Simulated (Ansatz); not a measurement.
In doubt: masses and optical values from hybrid runs of this build are listed as unsure, which bears on the screening that GW takes from such a start; one-shot GW on d or f shells is unsure, so the values of those runs are not to be relied on.

Rows from a G0W0 calculation on CuI (Marshite) (Ansatz 0.2.0; G0W0 on HSE06, plane waves, PAW; 4×4×4 mesh, 166 empty bands, screening to 120 eV), in eV. Spin-orbit coupling is left out.

The database entry behind the starting cell differs from later determinations by our own check (about 0.15 % long (mineral sample)), so it need not match the best structure at ambient conditions.

| row | Σx | Σc | Vxc | Z |
| --- | --- | --- | --- | --- |
| A | -7.51 | -3.93 | -11.57 | 0.82 |
| B | -32.37 | 4.08 | -28.37 | 0.77 |
| C | -6.41 | -3.95 | -10.53 | 0.81 |

**Question.** Which rows are filled states and which are empty ones, and how can one tell?

Filled: B. Empty: A and C. The sign of Σc tells: for a filled state bare exchange, which holds its interaction with itself, lies below Vxc (Σx − Vxc is -4.0 eV or lower here) and screening gives part back as a positive Σc. For an empty state Σx lies above Vxc (+4.1 eV or more) and the Coulomb hole leaves Σc negative.

[Runs of the session that timed out or met a known fault of the program may be left out.]

[Cells called generated may have been cut or substituted from an entry of the Crystallography Open Database or the Materials Project.]

[Hosts, paths, dates, database ids (printed as entryN), source tags and the programs' standing remarks are cut or masked in the printed files.]
